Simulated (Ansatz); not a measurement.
## TlS (Pm-3m): Grüneisen parameters

Does TlS (Pm-3m) expand much on heating, by its phonons?

Main program and level: Ansatz 0.2.0; DFT PBEsol, scalar-relativistic, plane waves, PAW; PAW set soft_1.

**1. The structure**

It takes space group Pm-3m (No. 221, cubic). Conventional cell: a = 3.513 Å, b = 3.513 Å, c = 3.513 Å, α = 90.00°, β = 90.00°, γ = 90.00°. Tl has 8 S at 3.04 Å nearest. Nearest to S lie 8 Tl at 3.04 Å. Farther neighbours and most contacts between anions are not listed.

**2. Response at finite wavevector**

The cell comes from relaxations at this level that are not shown. Stability and thermal properties need the whole zone. Linear response on a 4×4×4 q mesh gives force constants as far as a supercell of that size would.

Input file input.yaml:

```yaml
crystal:
  lattice:
    - [3.5134324571, 0.0, 0.0]
    - [0.0, 3.5134324571, 0.0]
    - [0.0, 0.0, 3.5134324571]
  atoms:
    - { symbol: Tl, position: [0.5, 0.5, 0.5] }
    - { symbol: S, position: [0.0, 0.0, 0.0] }
kpoints:
  mp_grid: { grid: [12, 12, 12] }
hamiltonian:
  xc: pbesol
  pseudopotentials: { kind: paw, azcp: { folder: soft_1 }, xc_functional: pbe }
scf:
  occupations: { method: methfessel_paxton, width: 0.2 }
output:
  eigenvalues: true
phonons:
  method: dfpt
  qmesh: [4, 4, 4]
  temperatures: { t_max: 1000, t_step: 50 }
  qpath:
    path:
      - [[0.0, 0.0, 0.0], [0.0, 0.5, 0.0], [0.5, 0.5, 0.0], [0.0, 0.0, 0.0], [0.5, 0.5, 0.5], [0.0, 0.5, 0.0]]
      - [[0.5, 0.5, 0.5], [0.5, 0.5, 0.0]]
    npoints: 10
```

Started as:

```bash
$ ansatz run input.yaml --threads 4 --pin off --max-ram 10240MiB --backend cpu --events-out ev --progress --plain --runs-dir out
```

Numbers of over 12 decimals in the logs are rounded to 6 here.

The program printed:

```text
Engine: ansatz 0.2.0, aarch64-unknown-linux-gnu
Pseudopotentials: kind: paw
Pseudopotential: Tl, paw, valence charge 13, recommended cutoff 420 eV (normal), soft_1/Tl.paw.azcp
Pseudopotential: S, paw, valence charge 6, recommended cutoff 420 eV (normal), soft_1/S.paw.azcp
Functional definition: PBEsol
  exchange = pbesol_x
  correlation = pbesol_c
Crystal: 2 atoms, lattice volume = 43.371 Å³
Basis set: ecut = 420 eV, 847 PW (Γ), exchange–correlation on 48×48×48 points (8 copies of the dense FFT grid, shifted against one another)
Bands: 14, of which v1, the nominal top of the filled ones, is band 10 counted from 1 (9 counted from 0)
Symmetry: 48 space group operations
k-points: 84 of 1728
Non-local potential: Tl, projectors of the file, l = 0: 2, l = 1: 2, l = 2: 2, l = 3: 1
Non-local potential: S, projectors of the file, l = 0: 2, l = 1: 2, l = 2: 1
PAW form: soft (Blöchl's): semilocal exchange-correlation on the pseudo side does not see the compensation charge
PAW frozen core: Tl, regenerated for the run's functional, and the local potential with it (the file was generated under x = pbe(κ = 0.804, μ = 0.219515), c = pbe(β = 0.066725))
PAW frozen core: S, regenerated for the run's functional, and the local potential with it (the file was generated under x = pbe(κ = 0.804, μ = 0.219515), c = pbe(β = 0.066725))
PAW one-centre angular grid: Tl, 590 points (default); XC on 64 Gauss nodes
PAW one-centre angular grid: S, 110 points (default); XC on 64 Gauss nodes
Initial density: superposition of atomic densities (chi_scale 0.1, normalization cell, long waves kept (reshape's long-wave potential 0.00 eV rms))
Initial wavefunctions: pseudopotential atomic-orbital guess
Functional: x = pbesol(κ = 0.804, μ = 0.123457), c = pbesol(β = 0.046)
SCF iter   1: F=—  HF=-12182.642587 eV  |F-HF|=—  |Δ(HF+E_count)|=         —  Δρ=1.77e-2  dr2=1.36e-1  ethr=3.10e-3  ⟨swp⟩=6.2  Hψ=7318  notcnv=0
preconditioner: auto → none  [metal: Δε(μ)=0.032 eV  Ē_g=13.782 eV  σ=0.200 eV  W_gap=0.14  n_scr=6 (ndim 8)  ℏωp=24.6 eV  f_vac=0.000  D(μ)=1.16/eV (n_scr^D=6)  sad-step TF]
SCF iter   2: F=—  HF=-12182.615454 eV  |F-HF|=—  |Δ(HF+E_count)|=   2.71e-2  S|Δr|=    0.00e0  Δρ=9.79e-3  dr2=4.67e-2  ethr=7.13e-4  ⟨swp⟩=1.0  Hψ=1848  notcnv=0
SCF iter   3: F=—  HF=-12182.601509 eV  |F-HF|=—  |Δ(HF+E_count)|=   1.39e-2  S|Δr|=    0.00e0  Δρ=1.17e-3  dr2=7.15e-4  ethr=2.46e-4  ⟨swp⟩=2.8  Hψ=1892  notcnv=0
SCF iter   4: F=—  HF=-12182.601391 eV  |F-HF|=—  |Δ(HF+E_count)|=   1.18e-4  S|Δr|=    0.00e0  Δρ=4.11e-4  dr2=4.10e-5  ethr=3.76e-6  ⟨swp⟩=2.0  Hψ=1900  notcnv=0
SCF iter   5: F=—  HF=-12182.601406 eV  |F-HF|=—  |Δ(HF+E_count)|=   1.51e-5  S|Δr|=    0.00e0  Δρ=1.10e-4  dr2=3.00e-6  ethr=2.16e-7  ⟨swp⟩=2.5  Hψ=1902  notcnv=0
SCF iter   6: F=—  HF=-12182.601403 eV  |F-HF|=—  |Δ(HF+E_count)|=   3.15e-6  S|Δr|=    0.00e0  Δρ=1.64e-5  dr2=7.58e-8  ethr=1.58e-8  ⟨swp⟩=2.1  Hψ=1796  notcnv=0
SCF iter   7: F=—  HF=-12182.601405 eV  |F-HF|=—  |Δ(HF+E_count)|=   1.53e-6  S|Δr|=    0.00e0  Δρ=6.85e-7  dr2=1.51e-10  ethr=3.99e-10  ⟨swp⟩=2.0  Hψ=1903  notcnv=0
SCF iter   8: F=-12182.601405 eV  HF=-12182.601405 eV  |F-HF|=0.00e0  |Δ(HF+E_count)|=  1.82e-12  S|Δr|=    0.00e0  Δρ=6.59e-8  dr2=1.00e-12  ethr=1.00e-12  ⟨swp⟩=8.1  Hψ=6827  notcnv=0
SCF 1 converged in 8 iterations: F = -12182.601405 eV  dr2 = 1.00e-12
  greatest PAW one-centre occupation: 0.966 electrons in one spin orbital (limit 2), on the Tl atom at site 0 (counted from 0), in its partial waves of l = 2
phonons: the bands overlap, so this run is a metal and interpolates without the dipole-dipole term. If the crystal is really an insulator or semiconductor, its LO-TO splitting is missing
NSCF: frozen V_eff on 84 k-points
WARN: eigensolver did not converge in 6 slots of this pass, the one above among them; of largest residual over every band (k=81): 1 band(s) unlocked (lowest unlocked band 13, counted from 0; max residual 4.07e-5 eV among the unlocked bands, 4.07e-5 eV over every band); of lowest unlocked band (k=74): band 13
NSCF: frozen V_eff on 196 k-points
DFPT response loops at q = (0, 0, 0) (fractional): preconditioner auto → Kerker (q_TF=auto, 2.378 Å⁻¹) (partly filled bands, converged f_vac=0.000); β = 1.00, the filter's whole step (`scf.mixing.beta` (0.50) is not read by the response loops under this deck's `scf.mixing.preconditioner`; to damp them name `kerker` or `kerker_dos`, under which they read `scf.mixing.beta`, and type it under 1.00, their step now; both keys bind the ground state too); Broyden in place of MSR1
NSCF: frozen V_eff on 1176 k-points
DFPT response loops at q = (0, 0, 0.25) (fractional): mixed as the last ones told, above
NSCF: frozen V_eff on 686 k-points
DFPT response loops at q = (0, 0, -0.5) (fractional): mixed as the last ones told, above
NSCF: frozen V_eff on 2016 k-points
DFPT response loops at q = (0, 0.25, 0.25) (fractional): mixed as the last ones told, above
NSCF: frozen V_eff on 1176 k-points
DFPT response loops at q = (0, 0.25, -0.5) (fractional): mixed as the last ones told, above
NSCF: frozen V_eff on 686 k-points
DFPT response loops at q = (0, -0.5, -0.5) (fractional): mixed as the last ones told, above
NSCF: frozen V_eff on 1872 k-points
DFPT response loops at q = (0.25, 0.25, 0.25) (fractional): mixed as the last ones told, above
NSCF: frozen V_eff on 2016 k-points
DFPT response loops at q = (0.25, 0.25, -0.5) (fractional): mixed as the last ones told, above
NSCF: frozen V_eff on 1176 k-points
DFPT response loops at q = (0.25, -0.5, -0.5) (fractional): mixed as the last ones told, above
NSCF: frozen V_eff on 392 k-points
DFPT response loops at q = (-0.5, -0.5, -0.5) (fractional): mixed as the last ones told, above
SCF converged after 8 iterations
Stability not checked: this state was not tested for a lower state beside it, because cold or Methfessel-Paxton smearing, or corrected tetrahedra, fill the levels in a way that the test cannot read (fill_not_monotonic; see scf.lower_state_search)
Free energy (F): -12182.601405 eV
Harris-Foulkes:  -12182.601405 eV  (|F-HF|=0.00e0)
Internal energy: -12182.602218 eV  (E = F + TS)
E sigma→0 (E₀):  -12182.601608 eV
Entropy (-TS):   0.000813 eV (0.407 meV/atom)
Fermi energy:    9.197378 eV
--- Per-component energies (eV) ---
  E_band       = 28.380646
  E_kinetic    = 371.317977
  E_local      = -872.573108  (includes V_loc(G=0)·N_el)
  E_nonlocal   = 352.952284
  E_hartree    = 316.920543
  E_xc         = -271.240549
  E_vxc        = -204.566553  (∫ρ·V_xc dr)
  E_paw        = -10631.792110  (= ΣΔE_a)
  E_vpaw       = -252.591028  (= ΣTr[D̂ρ^β])
  E_aug_tail   = -0.000044  (compensation charges beyond the density's cutoff)
  E_ewald      = -1448.287492
  E_core_change = 0.100282  (= ΣΔE_core)
  E_smearing   = 0.000813  (= −TS)
  E_closure    = -0.000000  (closes the sum)
  Σ components = -12182.601405   (vs F -12182.601405, Δ=0.00e0)
--- Band table (eV; the first three rows and the last of 84) ---
  k-point 0: bands = [... 6 lower, 5.2662, 8.0136, 8.0136, 8.0136, 15.8472, 15.8472, 18.9243, 18.9243]
  k-point 1: bands = [... 6 lower, 4.9866, 8.0795, 8.0795, 8.1758, 15.8719, 15.9430, 18.6110, 18.6110]
  k-point 2: bands = [... 6 lower, 4.3263, 8.2667, 8.2667, 8.5511, 15.7228, 15.9426, 17.8575, 17.8575]
  k-point 83: bands = [... 6 lower, 7.3113, 7.3113, 7.3113, 7.3192, 10.3331, 10.3331, 10.3331, 25.2644]
--- Phonons (Γ-DFPT): 2 representative perturbations + reference (Σ response iterations 6) ---
  ASR residual: 5.090e-5 → 0.000e0 eV/Å²; symmetrization residual: 6.156e-7 eV/Å²
  ASR residual per site (eV/Å²): 2.67e-5 5.09e-5
  Γ frequencies (cm⁻¹): 0.00 0.00 0.00 56.78 56.78 56.78
--- Phonons (arbitrary-q DFPT): 10 irreducible q on the 4×4×4 mesh ---
  q = [0.0000, 0.0000, 0.0000] (star 1, of the zone-centre solve; hermiticity 3.75e-6, symmetrization 6.38e-11): 0.00 0.00 0.00 56.78 56.78 56.78
  q = [0.0000, 0.0000, 0.2500] (star 6, 4 solved perturbations in 1848 linear systems a pass and spin channel, the states on 588 of 1728 k-point pairs; hermiticity 2.37e-6, symmetrization 3.55e-12): -62.20 -62.20 21.17 21.17 62.94 133.04
  q = [0.0000, 0.0000, -0.5000] (star 3, 4 solved perturbations in 1078 linear systems a pass and spin channel, the states on 343 of 1728 k-point pairs; hermiticity 1.19e-8, symmetrization 8.51e-9): -49.15 -49.15 23.63 23.63 87.89 132.15
  q = [0.0000, 0.2500, 0.2500] (star 12, 4 solved perturbations in 3108 linear systems a pass and spin channel, the states on 1008 of 1728 k-point pairs; hermiticity 1.86e-6, symmetrization 6.87e-13): -107.33 18.29 47.16 65.73 108.30 149.61
  q = [0.0000, 0.2500, -0.5000] (star 12, 6 solved perturbations on 588 of 1728 k-point pairs; hermiticity 1.15e-6, symmetrization 2.72e-8): -106.74 15.99 48.11 77.84 139.62 152.23
  q = [0.0000, -0.5000, -0.5000] (star 3, 4 solved perturbations in 1078 linear systems a pass and spin channel, the states on 343 of 1728 k-point pairs; hermiticity 2.11e-6, symmetrization 1.84e-11): -127.85 -12.71 64.49 64.49 187.64 187.64
  q = [0.2500, 0.2500, 0.2500] (star 8, 2 solved perturbations on 936 of 1728 k-point pairs; hermiticity 7.14e-7, symmetrization 1.72e-12): 50.31 50.31 61.28 103.38 139.92 139.92
  q = [0.2500, 0.2500, -0.5000] (star 12, 4 solved perturbations in 3108 linear systems a pass and spin channel, the states on 1008 of 1728 k-point pairs; hermiticity 3.83e-7, symmetrization 4.98e-9): 45.09 53.85 72.95 121.55 124.07 157.39
  q = [0.2500, -0.5000, -0.5000] (star 6, 4 solved perturbations in 1848 linear systems a pass and spin channel, the states on 588 of 1728 k-point pairs; hermiticity 1.22e-6, symmetrization 1.60e-8): 50.56 67.32 67.32 122.76 174.41 174.41
  q = [-0.5000, -0.5000, -0.5000] (star 1, 2 solved perturbations on 196 of 1728 k-point pairs; hermiticity 8.26e-11, symmetrization 4.13e-11): 70.07 70.07 70.07 173.03 173.03 173.03
  sum rule: each row above includes the acoustic sum rule's correction from the zone centre's row sums; it moved no ω² by more than (0.66 cm⁻¹)²
  mesh force constants: q→R imaginary residual 1.79e-18; ASR residual 5.090e-5 → 0.000e0 eV/Å²; symmetrization residual 2.665e-15 eV/Å²
  interpolated dispersion: 62 rows × 6 modes
  density of states and harmonic sums: on the 20×20×20 q-mesh, interpolated from the force constants of a 4×4×4 supercell (no non-analytic term)
  largest difference from the sums on the solved wave vectors: F 5.06e-2 eV, S 5.98e-5 and C_V 1.80e-5 eV/K
  zero-point energy: 0.027992 eV/cell   skipped modes (ω ≤ 0): 211, of them read as no rigid motion or as one in doubt: 208 (6.900e-1 modes/cell left out, lowest -127.85 cm⁻¹)   left out of the sums: 1.15e-1 of the cell's modes: C_V's classical limit lies that fraction below 3 k_B per atom; for a crystal, a wire or a layer, F and S can be off by more, and a phonons.interpolated_qmesh denser along its periods is the remedy for the sampling
```

Elapsed: 3.1 min, on 4 threads of Arm Neoverse V1, shared host; peak memory 1.5 GiB; 12 min of CPU time.

In the SCF lines HF is the Harris–Foulkes energy and dr2 the Hartree energy of the density residual, in eV; the loop may stop once dr2 is under the threshold and the program's other checks hold. Hψ counts applications of the Hamiltonian.

Numbers from this step:

- volume per atom: 21.69 Å³
- gap on the k-mesh: 0 eV
- sum-rule residual before enforcement: 5.09e-5 eV/Å²
- lowest frequency on the path: -127.8 cm⁻¹
- point group: m-3m
- highest frequency on the path or at a solved wavevector: 187.6 cm⁻¹
- highest optical mode at the zone centre (no LO-TO term): 56.78 cm⁻¹
- lowest optical zone-centre mode: 56.78 cm⁻¹
- lowest mode on the q mesh (acoustic modes at Γ apart): -127.8 cm⁻¹

Frequencies (cm⁻¹) solved at each irreducible wavevector; negative means imaginary. Frequencies by wavevector, by row:

| q in reciprocal lattice units | star | mode 1 | mode 2 | mode 3 | mode 4 | mode 5 | mode 6 |
| --- | --- | --- | --- | --- | --- | --- | --- |
| 0 0 0 | 1 | 0 | 0 | 0 | 56.8 | 56.8 | 56.8 |
| 0 0 0.25 | 6 | -62.2 | -62.2 | 21.2 | 21.2 | 62.9 | 133 |
| 0 0 -0.5 | 3 | -49.1 | -49.1 | 23.6 | 23.6 | 87.9 | 132.2 |
| 0 0.25 0.25 | 12 | -107.3 | 18.3 | 47.2 | 65.7 | 108.3 | 149.6 |
| 0 0.25 -0.5 | 12 | -106.7 | 16 | 48.1 | 77.8 | 139.6 | 152.2 |
| 0 -0.5 -0.5 | 3 | -127.8 | -12.7 | 64.5 | 64.5 | 187.6 | 187.6 |
| 0.25 0.25 0.25 | 8 | 50.3 | 50.3 | 61.3 | 103.4 | 139.9 | 139.9 |
| 0.25 0.25 -0.5 | 12 | 45.1 | 53.9 | 73 | 121.5 | 124.1 | 157.4 |
| 0.25 -0.5 -0.5 | 6 | 50.6 | 67.3 | 67.3 | 122.8 | 174.4 | 174.4 |
| -0.5 -0.5 -0.5 | 1 | 70.1 | 70.1 | 70.1 | 173 | 173 | 173 |

Symmetry leaves 10 wavevectors to solve. The lowest mode among them, the acoustic zeros apart, lies at q = (0, -0.5, -0.5) and is imaginary, 127.8i cm⁻¹, so the energy falls along it.

**3. Relaxing at another volume, volume ratio 0.97**

The volume is scaled by 0.97 and held; symmetry leaves nothing to relax, so this is a single point. The modes can then be followed against volume.

input.yaml, the sections that differ from step 2:

```yaml
crystal:
  lattice:
    - [3.4779408138, 0.0, 0.0]
    - [0.0, 3.4779408138, 0.0]
    - [0.0, 0.0, 3.4779408138]
  atoms:
    - { symbol: Tl, position: [0.5, 0.5, 0.5] }
    - { symbol: S, position: [0.0, 0.0, 0.0] }
output:
  forces: true
  stress: true
  eigenvalues: true
# kpoints, hamiltonian, scf: as in step 2
# phonons: removed
```

The program printed:

```text
[...]
Crystal: 2 atoms, lattice volume = 42.069 Å³
Basis set: ecut = 420 eV, 799 PW (Γ), exchange–correlation on 48×48×48 points (8 copies of the dense FFT grid, shifted against one another)
Bands: 14, of which v1, the nominal top of the filled ones, is band 10 counted from 1 (9 counted from 0)
Symmetry: 48 space group operations
[...]
k-points: 84 of 1728
[...]
--- Band table (eV; the first three rows and the last of 84) ---
  k-point 0: bands = [... 6 lower, 5.8290, 8.4265, 8.4265, 8.4265, 16.3020, 16.3020, 19.6606, 19.6606]
  k-point 1: bands = [... 6 lower, 5.5128, 8.4963, 8.4963, 8.6182, 16.3234, 16.4260, 19.3156, 19.3156]
  k-point 2: bands = [... 6 lower, 4.7886, 8.6944, 8.6944, 9.0386, 16.3002, 16.3852, 18.5023, 18.5023]
  k-point 83: bands = [... 6 lower, 7.7356, 7.7356, 7.7356, 7.8931, 10.7142, 10.7142, 10.7142, 26.0995]
[key lines of the parts left out:]
SCF converged after 6 iterations
Free energy (F): -12182.593703 eV
Fermi energy:    9.682109 eV
P = ⅓ Tr σ = 1.9497 GPa (19.497 kbar)
```

The job ended after 0.88 s (4 threads; peak memory 0.34 GiB).

This run has no spin polarisation although its electron count is odd.

Numbers from this step:

* pressure: 1.950 GPa
* volume per atom: 21.03 Å³

**4. Phonons at the other volume, volume ratio 0.97**

The phonons are repeated at this volume on the same k and q meshes.

input.yaml, as its differences from that of step 3:

```diff
@@ -16,4 +16,11 @@
 output:
-  forces: true
-  stress: true
   eigenvalues: true
+phonons:
+  method: dfpt
+  qmesh: [4, 4, 4]
+  temperatures: { t_max: 1000, t_step: 50 }
+  qpath:
+    path:
+      - [[0.0, 0.0, 0.0], [0.0, 0.5, 0.0], [0.5, 0.5, 0.0], [0.0, 0.0, 0.0], [0.5, 0.5, 0.5], [0.0, 0.5, 0.0]]
+      - [[0.5, 0.5, 0.5], [0.5, 0.5, 0.0]]
+    npoints: 10
```

The program printed:

```text
[...]
Crystal: 2 atoms, lattice volume = 42.069 Å³
Basis set: ecut = 420 eV, 799 PW (Γ), exchange–correlation on 48×48×48 points (8 copies of the dense FFT grid, shifted against one another)
Bands: 14, of which v1, the nominal top of the filled ones, is band 10 counted from 1 (9 counted from 0)
Symmetry: 48 space group operations
k-points: 84 of 1728
[...]
SCF iter   1: F=—  HF=-12182.629999 eV  |F-HF|=—  |Δ(HF+E_count)|=         —  Δρ=1.74e-2  dr2=1.20e-1  ethr=3.10e-3  ⟨swp⟩=6.2  Hψ=7300  notcnv=0
[...]
SCF iter   8: F=-12182.593703 eV  HF=-12182.593703 eV  |F-HF|=1.82e-12  |Δ(HF+E_count)|=  5.28e-11  S|Δr|=    0.00e0  Δρ=5.64e-8  dr2=6.73e-13  ethr=1.00e-12  ⟨swp⟩=8.2  Hψ=6772  notcnv=0
SCF 1 converged in 8 iterations: F = -12182.593703 eV  dr2 = 6.73e-13
[...]
NSCF: frozen V_eff on 84 k-points
[...]
SCF converged after 8 iterations
[...]
Free energy (F): -12182.593703 eV
[...]
Internal energy: -12182.594289 eV  (E = F + TS)
E sigma→0 (E₀):  -12182.593849 eV
Entropy (-TS):   0.000586 eV (0.293 meV/atom)
Fermi energy:    9.682017 eV
[...]
--- Band table (eV; the first three rows and the last of 84) ---
  k-point 0: bands = [... 6 lower, 5.8288, 8.4264, 8.4264, 8.4264, 16.3020, 16.3020, 19.6605, 19.6605]
  k-point 1: bands = [... 6 lower, 5.5127, 8.4962, 8.4962, 8.6181, 16.3233, 16.4260, 19.3156, 19.3156]
  k-point 2: bands = [... 6 lower, 4.7885, 8.6943, 8.6943, 9.0386, 16.3002, 16.3852, 18.5022, 18.5022]
  k-point 83: bands = [... 6 lower, 7.7355, 7.7355, 7.7355, 7.8929, 10.7142, 10.7142, 10.7142, 26.0994]
[...]
ASR residual: 4.987e-5 → 0.000e0 eV/Å²; symmetrization residual: 3.213e-6 eV/Å²
  ASR residual per site (eV/Å²): 1.29e-5 4.99e-5
  Γ frequencies (cm⁻¹): 0.00 0.00 0.00 75.77 75.77 75.77
--- Phonons (arbitrary-q DFPT): 10 irreducible q on the 4×4×4 mesh ---
[...]
interpolated dispersion: 62 rows × 6 modes
[...]
```

Elapsed: 3.1 min, on 4 threads; peak memory 1.5 GiB; 12 min of CPU time.

This step gave:

```
sum-rule residual before enforcement                    : 4.99e-5 eV/Å²
lowest frequency on the path                            : -122.1 cm⁻¹
highest frequency on the path or at a solved wavevector : 200.4 cm⁻¹
highest optical mode at the zone centre (no LO-TO term) : 75.77 cm⁻¹
lowest optical zone-centre mode                         : 75.77 cm⁻¹
lowest mode on the q mesh (acoustic modes at Γ apart)   : -122.1 cm⁻¹
```

Frequencies (cm⁻¹) solved at each irreducible wavevector; negative means imaginary. Frequencies by wavevector, by row:

| q in reciprocal lattice units | star | mode 1 | mode 2 | mode 3 | mode 4 | mode 5 | mode 6 |
| --- | --- | --- | --- | --- | --- | --- | --- |
| 0 0 0 | 1 | 0 | 0 | 0 | 75.8 | 75.8 | 75.8 |
| 0 0 0.25 | 6 | -50.7 | -50.7 | 29.2 | 29.2 | 67.5 | 147.3 |
| 0 0 -0.5 | 3 | -31.1 | -31.1 | 29 | 29 | 93.3 | 145.9 |
| 0 0.25 0.25 | 12 | -103.9 | 24.1 | 50.6 | 70.4 | 123.1 | 162 |
| 0 0.25 -0.5 | 12 | -102.2 | 22.5 | 51.5 | 82.3 | 151.6 | 166 |
| 0 -0.5 -0.5 | 3 | -122.1 | 7.4 | 68.2 | 68.2 | 200.4 | 200.4 |
| 0.25 0.25 0.25 | 8 | 54.2 | 54.2 | 65.3 | 118.6 | 151.9 | 151.9 |
| 0.25 0.25 -0.5 | 12 | 48.5 | 58.5 | 77.6 | 134.3 | 135.1 | 170.8 |
| 0.25 -0.5 -0.5 | 6 | 55.2 | 71.5 | 71.5 | 135.6 | 186 | 186 |
| -0.5 -0.5 -0.5 | 1 | 75.1 | 75.1 | 75.1 | 185.5 | 185.5 | 185.5 |

The highest optical mode at the zone centre (no LO-TO term) is 75.8 cm⁻¹, +19.0 cm⁻¹ against the base run.

(Continued in part 2 of 2.)

[Logs are printed without paths, hosts, clocks, repeated set-up lines and the standing remarks that a program may print on its own settings, such as how far it seeks lower states.]

[Hosts, paths, dates, database ids (printed as entryN), source tags and the programs' standing remarks are cut or masked in the printed files.]
